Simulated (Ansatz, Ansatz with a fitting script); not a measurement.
Planning a run of Ansatz 0.2.0 on AlN (P6_3mc). The input:

```yaml
crystal:
  lattice:
    - [3.1640418588, 0.0, 0.0]
    - [-1.5820209294, 2.7401406263, 0.0]
    - [0.0, 0.0, 5.0626702533]
  atoms:
    - { symbol: Al, position: [0.33333333, 0.66666667, 0.0] }
    - { symbol: Al, position: [0.66666667, 0.33333333, 0.5] }
    - { symbol: "N", position: [0.33333333, 0.66666667, 0.38] }
    - { symbol: "N", position: [0.66666667, 0.33333333, 0.88] }
kpoints:
  mp_grid: { grid: [4, 4, 2] }
hamiltonian:
  xc: lda
  pseudopotentials: { kind: nc, xc_functional: pbe }
scf:
  occupations: { method: fixed }
  lower_state_search: "off"
  convergence: { dr2_threshold: 1.0e-09 }
output:
  rpa_energy:
    ecut_chi_ladder: [96, 112, 128, 144, 160]
    long_wavelength: neglected
    n_empty_bands: 201
basis:
  ecutwfc: 1240.0
  xc_grid: 3
```

The database entry behind the starting cell differs from later determinations by our own check (inner coordinate u about 0.002 short), so it need not match the best structure at ambient conditions.

```sh
ansatz run input.yaml --threads 4 --pin off --max-ram 18432MiB --backend cpu --events-out ev --progress --plain --runs-dir out
```

Q: How long will it take on 4 threads of Arm Neoverse V1, shared host, and how much memory?

It took 28 s; on shared hardware allow 14 s to 56 s. Peak host memory was 1.2 GiB.

[Paths, hosts, dates, memory and timing lines, banners, echoed tables and standing remarks are left out of the program output.]

[Logs are printed without paths, hosts, clocks, repeated set-up lines and the standing remarks that a program may print on its own settings, such as how far it seeks lower states.]

[Runs of the session that timed out or met a known fault of the program may be left out.]

[Hosts, paths, dates, database ids (printed as entryN), source tags and the programs' standing remarks are cut or masked in the printed files.]
